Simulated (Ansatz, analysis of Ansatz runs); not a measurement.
**Migration in NaZnF3 (Pnma): V_F hop (2.8 Å), charge +1**

Aim: the barrier of one jump in NaZnF3 (Pnma) at charge +1: V_F hop (2.8 Å). The model is a cell of 40 host atoms with 1 F taken out; F is the atom that moves.

Program: Ansatz 0.2.0. Level of theory: plane-wave PAW DFT, r2SCAN; nudged elastic band between two relaxed defect structures at fixed charge in a uniform background. Values are calculated unless marked as measured.

## (1) The system as given

The cell holds 39 atoms: 8 Na, 8 Zn and 23 F. Its edges and angles: a = 9.401 Å, b = 7.742 Å, c = 9.528 Å, α = 65.0°, β = 48.3°, γ = 66.7°. It derives from NaZnF3 (space group Pnma). Nearest the centre at fractional (0.960, 0.386, 0.443): F25 at 1.41 Å, Zn9 at 1.46 Å, Na3 at 2.12 Å, F27 at 2.48 Å, F20 at 2.52 Å, Na8 at 2.63 Å, F34 at 2.70 Å, Zn11 at 2.72 Å. The cell carries charge +1.

The cell's shortest repeat is 7.7 Å.

## (2) Relaxation of the start point, charge +1

A barrier is counted from a minimum, so both ends are relaxed first. Small random displacements break the symmetry of the ideal sites, so that the defect can distort if it gains by it. The charge of +1 is set by the electron count, and a uniform background keeps the cell neutral.

File qp1.start/input.yaml:

```yaml
crystal:
  lattice:
    - [0.0, 7.72081471, 5.36339129]
    - [5.58356495, 0.0, 5.36339129]
    - [5.58356495, 7.72081471, 0.0]
  atoms:
    - { symbol: Na, position: [0.41479256, 0.60315937, 0.33520744] }
    - { symbol: Na, position: [0.91479256, 0.10315937, 0.83520744] }
    - { symbol: Na, position: [0.10315937, 0.41479256, 0.14684063] }
    - { symbol: Na, position: [0.60315937, 0.91479256, 0.64684063] }
    - { symbol: Na, position: [0.39684063, 0.08520744, 0.35315937] }
    - { symbol: Na, position: [0.89684063, 0.58520744, 0.85315937] }
    - { symbol: Na, position: [0.08520744, 0.89684063, 0.16479256] }
    - { symbol: Na, position: [0.58520744, 0.39684063, 0.66479256] }
    - { symbol: Zn, position: [0.0, 0.5, 0.5] }
    - { symbol: Zn, position: [0.5, 0.0, 0.0] }
    - { symbol: Zn, position: [0.0, 0.0, 0.5] }
    - { symbol: Zn, position: [0.5, 0.5, 0.0] }
    - { symbol: Zn, position: [0.25, 0.75, 0.75] }
    - { symbol: Zn, position: [0.75, 0.25, 0.25] }
    - { symbol: Zn, position: [0.25, 0.25, 0.75] }
    - { symbol: Zn, position: [0.75, 0.75, 0.25] }
    - { symbol: F, position: [0.41907964, 0.27628545, 0.02407542] }
    - { symbol: F, position: [0.91907964, 0.77628545, 0.52407542] }
    - { symbol: F, position: [0.27628545, 0.91907964, 0.28055949] }
    - { symbol: F, position: [0.77628545, 0.41907964, 0.78055949] }
    - { symbol: F, position: [0.03055949, 0.77407542, 0.02628545] }
    - { symbol: F, position: [0.53055949, 0.27407542, 0.52628545] }
    - { symbol: F, position: [0.27407542, 0.03055949, 0.66907964] }
    - { symbol: F, position: [0.77407542, 0.53055949, 0.16907964] }
    - { symbol: F, position: [0.08092036, 0.22371455, 0.47592458] }
    - { symbol: F, position: [0.58092036, 0.72371455, 0.97592458] }
    - { symbol: F, position: [0.22371455, 0.58092036, 0.21944051] }
    - { symbol: F, position: [0.72371455, 0.08092036, 0.71944051] }
    - { symbol: F, position: [0.46944051, 0.72592458, 0.47371455] }
    - { symbol: F, position: [0.96944051, 0.22592458, 0.97371455] }
    - { symbol: F, position: [0.22592458, 0.46944051, 0.83092036] }
    - { symbol: F, position: [0.72592458, 0.96944051, 0.33092036] }
    - { symbol: F, position: [0.4491378, 0.65969918, 0.8008622] }
    - { symbol: F, position: [0.9491378, 0.15969918, 0.3008622] }
    - { symbol: F, position: [0.15969918, 0.4491378, 0.59030082] }
    - { symbol: F, position: [0.65969918, 0.9491378, 0.09030082] }
    - { symbol: F, position: [0.34030082, 0.0508622, 0.90969918] }
    - { symbol: F, position: [0.0508622, 0.84030082, 0.6991378] }
    - { symbol: F, position: [0.5508622, 0.34030082, 0.1991378] }
total_charge: 1
basis:
  ecutwfc: 500
  xc_grid: 2
hamiltonian:
  xc: r2scan
kpoints:
  mp_grid: { grid: [1, 1, 1] }
scf:
  occupations: { method: fixed }
  max_iter: 100
output:
  forces: true
relax:
  f_tol: 0.02
  max_steps: 70
  random_displacement: { amplitude: 0.03, seed: 8635 }
```

The run is started by

```console
$ ansatz run input.yaml --threads 4 --pin off --max-ram 7536MiB --backend cpu --events-out ev --progress --plain --runs-dir out
```

What it wrote:

```text
The last accepted step is kept in <dir> (removed where the run ends without a failure and the disk answers)
Engine: ansatz 0.2.0, x86_64-unknown-linux-gnu
Pseudopotentials: kind: paw
Pseudopotential: Na, paw, valence charge 9, recommended cutoff 500 eV (meta_gga), Na.paw.azcp
Pseudopotential: Zn, paw, valence charge 12, recommended cutoff 500 eV (meta_gga), Zn.paw.azcp
Pseudopotential: F, paw, valence charge 7, recommended cutoff 500 eV (meta_gga), F.paw.azcp
Functional definition: r2SCAN
  parameter k0 = 0.174
  parameter k1 = 0.065
  parameter a1 = 4.9479
  exchange = r2scan_x(k0 = k0, k1 = k1, a1 = a1)
  correlation = r2scan_c
Crystal: 39 atoms, lattice volume = 462.428 Å³
Basis set: ecut = 500 eV, 11715 PW (Γ), exchange–correlation on 144×120×144 points (8 copies of the dense FFT grid, shifted against one another)
Bands: 203, of which v1, the nominal top of the filled ones, is band 164 counted from 1 (163 counted from 0)
Symmetry: 1 space group operations
k-points: 1
Non-local potential: Na, projectors of the file, l = 0: 3, l = 1: 2, l = 2: 1
Non-local potential: Zn, projectors of the file, l = 0: 2, l = 1: 2, l = 2: 3, l = 3: 1
Non-local potential: F, projectors of the file, l = 0: 2, l = 1: 2, l = 2: 1
PAW form: soft (Blöchl's): semilocal exchange-correlation on the pseudo side does not see the compensation charge
PAW frozen core: Na, regenerated for the run's functional (the file was generated under x = pbe(κ = 0.804, μ = 0.219515), c = pbe(β = 0.066725))
PAW frozen core: Zn, regenerated for the run's functional (the file was generated under x = pbe(κ = 0.804, μ = 0.219515), c = pbe(β = 0.066725))
PAW frozen core: F, regenerated for the run's functional (the file was generated under x = pbe(κ = 0.804, μ = 0.219515), c = pbe(β = 0.066725))
PAW one-centre angular grid: Na, 302 points (default); XC on 339 of its mesh's 2595 points in the sphere
PAW one-centre angular grid: Zn, 590 points (default); XC on 261 of its mesh's 2673 points in the sphere
PAW one-centre angular grid: F, 302 points (default); XC on 160 Gauss nodes
Initial density: superposition of atomic densities (neutral atoms scaled as one to the charged cell's electrons: chi_scale 0, normalization atom), corrected by the library's trained network
Initial wavefunctions: pseudopotential atomic-orbital guess
Functional: x = r2scan, c = r2scan; τ floored in thin density (d = 2e-4 eV/Å³)
SCF iter   1: F=—  HF=-57183.218755 eV  |F-HF|=—  |Δ(HF+E_count)|=         —  Δρ=2.65e-2  dr2=2.64e0  dr2_τ=7.24e-1  ethr=1.77e-3  ⟨swp⟩=5.0  Hψ=610  notcnv=0  defer=37
preconditioner: auto → Resta (q_TF=auto, 2.576 Å⁻¹)  ε∞=3.3  [insulator: Δε(μ)=3.925 eV  Ē_g=20.231 eV  n_scr=126 (ndim 8)  ℏωp=30.5 eV  f_vac=0.104  ε∞_Penn≈3.3]
SCF iter   2: F=—  HF=-57182.763350 eV  |F-HF|=—  |Δ(HF+E_count)|=   4.55e-1  Δρ=7.08e-3  dr2=4.10e-1  dr2_τ=2.30e-2  ethr=8.05e-4  ⟨swp⟩=2.0  Hψ=329  notcnv=0  defer=37
SCF iter   3: F=—  HF=-57182.704952 eV  |F-HF|=—  |Δ(HF+E_count)|=   5.84e-2  Δρ=4.59e-3  dr2=1.46e-1  dr2_τ=2.40e-3  ethr=1.25e-4  ⟨swp⟩=2.0  Hψ=282  notcnv=0  defer=37
SCF iter   4: F=—  HF=-57182.686314 eV  |F-HF|=—  |Δ(HF+E_count)|=   1.86e-2  Δρ=1.72e-3  dr2=1.94e-2  dr2_τ=6.83e-4  ethr=4.45e-5  ⟨swp⟩=3.0  Hψ=337  notcnv=0  defer=37
SCF iter   5: F=—  HF=-57182.686270 eV  |F-HF|=—  |Δ(HF+E_count)|=   4.43e-5  Δρ=7.56e-4  dr2=3.30e-3  dr2_τ=1.46e-4  ethr=5.92e-6  ⟨swp⟩=3.0  Hψ=309  notcnv=0  defer=37
SCF iter   6: F=—  HF=-57182.687175 eV  |F-HF|=—  |Δ(HF+E_count)|=   9.06e-4  Δρ=2.98e-4  dr2=2.72e-4  dr2_τ=1.68e-5  ethr=1.01e-6  ⟨swp⟩=2.0  Hψ=338  notcnv=0  defer=37
SCF iter   7: F=—  HF=-57182.687194 eV  |F-HF|=—  |Δ(HF+E_count)|=   1.90e-5  Δρ=1.17e-4  dr2=5.27e-5  dr2_τ=2.61e-6  ethr=8.28e-8  ⟨swp⟩=2.0  Hψ=327  notcnv=0  defer=37
SCF iter   8: F=—  HF=-57182.687203 eV  |F-HF|=—  |Δ(HF+E_count)|=   8.27e-6  Δρ=5.94e-5  dr2=1.18e-5  dr2_τ=4.59e-7  ethr=1.61e-8  ⟨swp⟩=2.0  Hψ=281  notcnv=0  defer=37
SCF iter   9: F=-57182.687206 eV  HF=-57182.687206 eV  |F-HF|=7.18e-8  |Δ(HF+E_count)|=   3.28e-6  Δρ=1.63e-5  dr2=1.27e-6  dr2_τ=5.28e-8  ethr=3.05e-9  ⟨swp⟩=4.0  Hψ=699  notcnv=0
SCF 1 converged in 9 iterations: F = -57182.687206 eV  dr2 = 1.27e-6
  greatest PAW one-centre occupation: 1.000 electrons in one spin orbital (limit 2), on the Na atom at site 1 (counted from 0), in its partial waves of l = 0
relax step   1: F+E_penalty+E_count = -57182.68720591 eV  Δ(F+E_penalty+E_count) = +0.000e0 eV  max|allowed force component| = 2.104e0 eV/Å  Δτ_max = 0.0000 Å  (9 SCF iters, dr2 threshold 1.00e-5 eV, accepted)
[... the SCF cycles and remarks between the steps are left out from here to the last step ...]
relax step   2: F+E_penalty+E_count = -57183.56328632 eV  Δ(F+E_penalty+E_count) = -8.761e-1 eV  max|allowed force component| = 9.028e-1 eV/Å  Δτ_max = 0.1724 Å  (7 SCF iters, dr2 threshold 1.00e-4 eV, accepted)
relax step   3: F+E_penalty+E_count = -57183.83952455 eV  Δ(F+E_penalty+E_count) = -2.762e-1 eV  max|allowed force component| = 1.373e-1 eV/Å  Δτ_max = 0.1265 Å  (7 SCF iters, dr2 threshold 5.09e-5 eV, accepted)
relax step   4: F+E_penalty+E_count = -57183.84621638 eV  Δ(F+E_penalty+E_count) = -6.692e-3 eV  max|allowed force component| = 3.004e-2 eV/Å  Δτ_max = 0.0407 Å  (7 SCF iters, dr2 threshold 1.18e-6 eV, accepted)
SCF iter   1: F=—  HF=-57183.838890 eV  |F-HF|=—  |Δ(HF+E_count)|=         —  Δρ=1.14e-3  dr2=3.03e-3  dr2_τ=2.21e-2  ethr=1.03e-5  ⟨swp⟩=5.0  Hψ=404  notcnv=0  defer=37
SCF iter   2: F=—  HF=-57183.846641 eV  |F-HF|=—  |Δ(HF+E_count)|=   7.75e-3  Δρ=5.87e-4  dr2=9.08e-4  dr2_τ=8.60e-5  ethr=9.25e-7  ⟨swp⟩=2.0  Hψ=385  notcnv=0  defer=37
SCF iter   3: F=—  HF=-57183.846368 eV  |F-HF|=—  |Δ(HF+E_count)|=   2.73e-4  Δρ=1.59e-4  dr2=8.35e-5  dr2_τ=9.16e-6  ethr=2.77e-7  ⟨swp⟩=2.0  Hψ=309  notcnv=0  defer=33
SCF iter   4: F=—  HF=-57183.846911 eV  |F-HF|=—  |Δ(HF+E_count)|=   5.44e-4  Δρ=5.36e-5  dr2=9.04e-6  dr2_τ=1.25e-6  ethr=2.55e-8  ⟨swp⟩=2.0  Hψ=325  notcnv=0  defer=32
SCF iter   5: F=—  HF=-57183.846914 eV  |F-HF|=—  |Δ(HF+E_count)|=   2.06e-6  Δρ=2.08e-5  dr2=1.97e-6  dr2_τ=1.80e-7  ethr=2.76e-9  ⟨swp⟩=2.0  Hψ=335  notcnv=0  defer=32
SCF iter   6: F=—  HF=-57183.846914 eV  |F-HF|=—  |Δ(HF+E_count)|=   3.39e-7  Δρ=1.32e-5  dr2=5.51e-7  dr2_τ=2.60e-8  ethr=6.00e-10  ⟨swp⟩=2.0  Hψ=335  notcnv=0  defer=32
SCF iter   7: F=-57183.846914 eV  HF=-57183.846914 eV  |F-HF|=1.77e-8  |Δ(HF+E_count)|=   2.70e-7  Δρ=3.77e-6  dr2=5.29e-8  dr2_τ=3.32e-9  ethr=3.05e-11  ⟨swp⟩=3.0  Hψ=825  notcnv=0
SCF 5 converged in 7 iterations: F = -57183.846914 eV  dr2 = 5.29e-8
relax step   5: F+E_penalty+E_count = -57183.84691364 eV  Δ(F+E_penalty+E_count) = -6.973e-4 eV  max|allowed force component| = 3.365e-3 eV/Å  Δτ_max = 0.0109 Å  (7 SCF iters, accepted)
SCF converged after 7 iterations
the last check of whether an eigenvalue changes by more than its tolerance under the output density was not made (final_scf_spared)
Free energy (F): -57183.846914 eV
Harris-Foulkes:  -57183.846914 eV  (|F-HF|=1.77e-8)
Internal energy: -57183.846914 eV  (E = F + TS)
E sigma→0 (E₀):  -57183.846914 eV
Fermi energy:    2.963488 eV
--- Per-component energies (eV) ---
  E_band       = -2504.183933
  E_kinetic    = 6801.096794
  E_local      = -36496.663627  (includes V_loc(G=0)·N_el)
  E_nonlocal   = 7628.469513
  E_hartree    = 14127.876781
  E_xc         = -3094.173867
  E_vxc        = -3523.323728  (∫ρ·V_xc dr)
  E_paw        = -21685.779372  (= ΣΔE_a)
  E_vpaw       = -5426.842583  (= ΣTr[D̂ρ^β])
  E_aug_tail   = 0.023412  (compensation charges beyond the density's cutoff)
  E_vtau       = 257.306723  (kinetic-family band-sum trace: ∫τ·v_τ [+ j·A + Jᵃ·Aᵃ] dr)
  E_ewald      = -24462.303455
  E_core_change = -2.393093  (= ΣΔE_core)
  E_smearing   = -0.000000  (= −TS)
  E_closure    = -0.000000  (closes the sum)
  E_deformation_potential = 12.572113  (in the stress; not in F)
  Σ components = -57183.846914   (vs F -57183.846914, Δ=0.00e0)
--- Forces (eV/Å), atoms counted from 1 ---
  atom   1  Na    -0.00069446    -0.00057332     0.00005269
  atom   2  Na    -0.00023405    -0.00000958    -0.00053930
  atom   3  Na     0.00129670     0.00014533    -0.00113405
  atom   4  Na     0.00072097     0.00032595     0.00080626
  atom   5  Na    -0.00053676    -0.00037824    -0.00057211
  atom   6  Na     0.00010282    -0.00074758    -0.00059846
  atom   7  Na     0.00035777     0.00028628    -0.00021157
  atom   8  Na    -0.00076095     0.00030366    -0.00183051
  atom   9  Zn    -0.00054528    -0.00121945     0.00121705
  atom  10  Zn     0.00097738     0.00216053     0.00286834
  atom  11  Zn    -0.00147147    -0.00110379     0.00066426
  atom  12  Zn     0.00161191     0.00173565    -0.00155464
  atom  13  Zn     0.00087509    -0.00066320    -0.00090433
  atom  14  Zn    -0.00135169     0.00101879    -0.00018619
  atom  15  Zn     0.00158107    -0.00220153     0.00286487
  atom  16  Zn    -0.00035594     0.00015599     0.00194712
  atom  17  F     -0.00051498     0.00018458    -0.00089407
  atom  18  F      0.00142066     0.00059711     0.00109287
  atom  19  F     -0.00132960     0.00020498     0.00080448
  atom  20  F      0.00030412    -0.00092634     0.00204157
  atom  21  F      0.00125407    -0.00006527    -0.00058459
  atom  22  F      0.00114765     0.00132236    -0.00206738
  atom  23  F     -0.00035573    -0.00002081     0.00018954
  atom  24  F     -0.00335712    -0.00045524    -0.00331515
  atom  25  F     -0.00248218     0.00054607    -0.00217189
  atom  26  F      0.00055628    -0.00019275     0.00085754
  atom  27  F      0.00018685     0.00019411     0.00048451
  atom  28  F      0.00158266    -0.00130327    -0.00216403
  atom  29  F     -0.00032403     0.00090100     0.00166301
  atom  30  F     -0.00166079    -0.00014862     0.00087851
  atom  31  F      0.00066807    -0.00017989     0.00042734
  atom  32  F      0.00250745    -0.00040333     0.00197145
  atom  33  F      0.00020223    -0.00033281     0.00079662
  atom  34  F      0.00040960     0.00114186    -0.00095612
  atom  35  F     -0.00053239     0.00092622    -0.00104017
  atom  36  F     -0.00010764     0.00032202    -0.00062077
  atom  37  F      0.00005070    -0.00136687    -0.00093722
  atom  38  F     -0.00036203     0.00114349     0.00140046
  atom  39  F     -0.00052904    -0.00245095     0.00091416
  max |Σ_I F_I| component: 1.66e-3 eV/Å
--- Relaxed structure (5 steps of the walk, 5 accepted, 0 SCFs on fresh bases) ---
  F+E_penalty+E_count = -57183.84691364 eV   max|allowed force component| = 3.365e-3 eV/Å
  atoms:
    - { symbol: Na, position: [0.424460, 0.601876, 0.339349] }
    - { symbol: Na, position: [0.911098, 0.115268, 0.825887] }
    - { symbol: Na, position: [0.114102, 0.405005, 0.136230] }
    - { symbol: Na, position: [0.604204, 0.915619, 0.646098] }
    - { symbol: Na, position: [0.384559, 0.099066, 0.350955] }
    - { symbol: Na, position: [0.899444, 0.584167, 0.865828] }
    - { symbol: Na, position: [0.087331, 0.894915, 0.163047] }
    - { symbol: Na, position: [0.569012, 0.388021, 0.681353] }
    - { symbol: Zn, position: [0.018937, 0.498303, 0.503712] }
    - { symbol: Zn, position: [0.496940, -0.001635, 0.000427] }
    - { symbol: Zn, position: [-0.001564, -0.003790, 0.500012] }
    - { symbol: Zn, position: [0.500307, 0.502301, -0.000289] }
    - { symbol: Zn, position: [0.250630, 0.751996, 0.750042] }
    - { symbol: Zn, position: [0.750357, 0.244351, 0.251894] }
    - { symbol: Zn, position: [0.249933, 0.245401, 0.753412] }
    - { symbol: Zn, position: [0.746659, 0.770648, 0.231390] }
    - { symbol: F, position: [0.424500, 0.276655, 0.020008] }
    - { symbol: F, position: [0.922465, 0.772958, 0.513019] }
    - { symbol: F, position: [0.277788, 0.919921, 0.285770] }
    - { symbol: F, position: [0.775071, 0.430246, 0.761929] }
    - { symbol: F, position: [0.028758, 0.757518, 0.037728] }
    - { symbol: F, position: [0.531965, 0.265013, 0.527145] }
    - { symbol: F, position: [0.264311, 0.033942, 0.670358] }
    - { symbol: F, position: [0.780509, 0.525111, 0.186449] }
    - { symbol: F, position: [0.063923, 0.241572, 0.469925] }
    - { symbol: F, position: [0.579999, 0.718165, 0.986085] }
    - { symbol: F, position: [0.212497, 0.573562, 0.221616] }
    - { symbol: F, position: [0.723167, 0.073708, 0.718353] }
    - { symbol: F, position: [0.488377, 0.717055, 0.475257] }
    - { symbol: F, position: [0.964571, 0.233209, 0.972539] }
    - { symbol: F, position: [0.230325, 0.470811, 0.825844] }
    - { symbol: F, position: [0.737305, 0.958141, 0.327853] }
    - { symbol: F, position: [0.446267, 0.662877, 0.804082] }
    - { symbol: F, position: [0.950340, 0.157452, 0.299987] }
    - { symbol: F, position: [0.167694, 0.454426, 0.592438] }
    - { symbol: F, position: [0.657910, 0.964203, 0.082619] }
    - { symbol: F, position: [0.338069, 0.049109, 0.912300] }
    - { symbol: F, position: [0.052449, 0.843539, 0.697559] }
    - { symbol: F, position: [0.552812, 0.343218, 0.197907] }
```

Elapsed: 46 s, on 4 threads of Intel Xeon Platinum 8488C (Sapphire Rapids), shared host; peak memory 0.9 GiB.

The column dr2 measures how far the density is from self-consistency, as an energy; F and HF (Harris–Foulkes) agree once it is small.

The steps of the relaxation:

| step | energy less that of the first step (eV) | largest force component (eV/Å) |
| --- | --- | --- |
| 1 | 0.0000 | 2.1044 |
| 2 | -0.8761 | 0.9028 |
| 3 | -1.1523 | 0.1373 |
| 4 | -1.1590 | 0.0300 |
| 5 | -1.1597 | 0.0034 |

The atoms that moved most (Å, from the sites as typed, ahead of the random displacement, the mean shift of all atoms taken out):

| atom | dx | dy | dz | length |
| --- | --- | --- | --- | --- |
| Zn16 | 0.011 | -0.172 | 0.090 | 0.194 |
| Zn9 | 0.011 | 0.172 | 0.089 | 0.194 |
| F24 | 0.066 | 0.181 | 0.002 | 0.193 |
| F25 | 0.066 | -0.180 | 0.002 | 0.192 |
| F20 | -0.042 | -0.156 | 0.050 | 0.169 |
| F29 | -0.041 | 0.155 | 0.051 | 0.169 |
| Na8 | 0.043 | 0.000 | -0.137 | 0.144 |
| Na6 | 0.065 | 0.115 | 0.005 | 0.132 |

The relaxed structure:

```xyz
39
Lattice="0.0000 7.7208 5.3634 5.5836 0.0000 5.3634 5.5836 7.7208 0.0000" Properties=species:S:1:pos:R:3 pbc="T T T"
Na    5.2554    5.8972    5.5046
Na    5.2550   13.4109    5.5048
Na    3.0220    1.9328    2.7842
Na    8.7200    9.6534    8.1514
Na    2.5127    5.6788    2.5939
Na    8.0961   13.6293    7.9572
Na    5.9072    1.9331    5.2682
Na    5.9709    9.6538    5.1329
Zn    5.5948    4.0353    2.7742
Zn   -0.0067    3.8401    2.6565
Zn    2.7707    3.8484   -0.0287
Zn    2.8030    3.8605    5.3774
Zn    8.3867    7.7260    5.3775
Zn    2.7708    7.7382    5.3350
Zn    5.5769    7.7466    2.6567
Zn    5.5949    7.5513    8.1379
F     1.6564    3.4320    3.7606
F     7.1803   11.0831    9.0932
F     6.7321    4.3511    6.4238
F     6.6566   11.8669    6.4646
F     4.4403    0.5133    4.2171
F     4.4231    8.1772    4.2745
F     3.9325    7.2164    1.5997
F     3.9730    7.4657    7.0026
F     3.9727    4.1217    1.6385
F     9.5158   12.0915    6.9626
F     4.4399    3.3517    4.2159
F     4.4225   11.1297    4.2740
F     6.6574    7.4401    6.4652
F     6.7324   14.9561    6.4242
F     7.2400    8.1545    3.7605
F     7.1804    8.2239    9.0933
F     8.1909    9.6537    5.9488
F     2.5541    9.6536    5.9415
F     5.8452    5.8688    3.3367
F     5.8450    5.7175    8.7000
F     5.3681    9.6539    2.0766
F     8.6048    5.7907    4.8055
F     3.0214    5.7962    4.8058
```

Neighbours of F25 at the end:

| atom | distance (Å) |
| --- | --- |
| Zn9 | 1.982 |
| Zn11 | 2.073 |
| Na5 | 2.339 |
| Na2 | 2.519 |
| Na3 | 2.647 |
| F27 | 2.730 |
| F20 | 2.737 |
| F34 | 2.816 |
| F28 | 2.855 |

This step gave:

- free energy: -57183.8469 eV
- largest move from the ideal geometry of this structure, a common shift of the far atoms taken out: 0.2128 Å

The relaxation gained 1.160 eV and ended with a largest force component of 0.0034 eV/Å.

(Continued in part 2 of 4.)

[Long decimals in the printed logs are rounded to 6 places.]

[Repeated set-up lines and some long k-point lines are left out of the logs, and relaxed atomic positions are cut to six decimals.]

[Logs are printed without paths, hosts, clocks, repeated set-up lines and the standing remarks that a program may print on its own settings, such as how far it seeks lower states.]

[Hosts, paths, dates, database ids (printed as entryN), source tags and the programs' standing remarks are cut or masked in the printed files.]
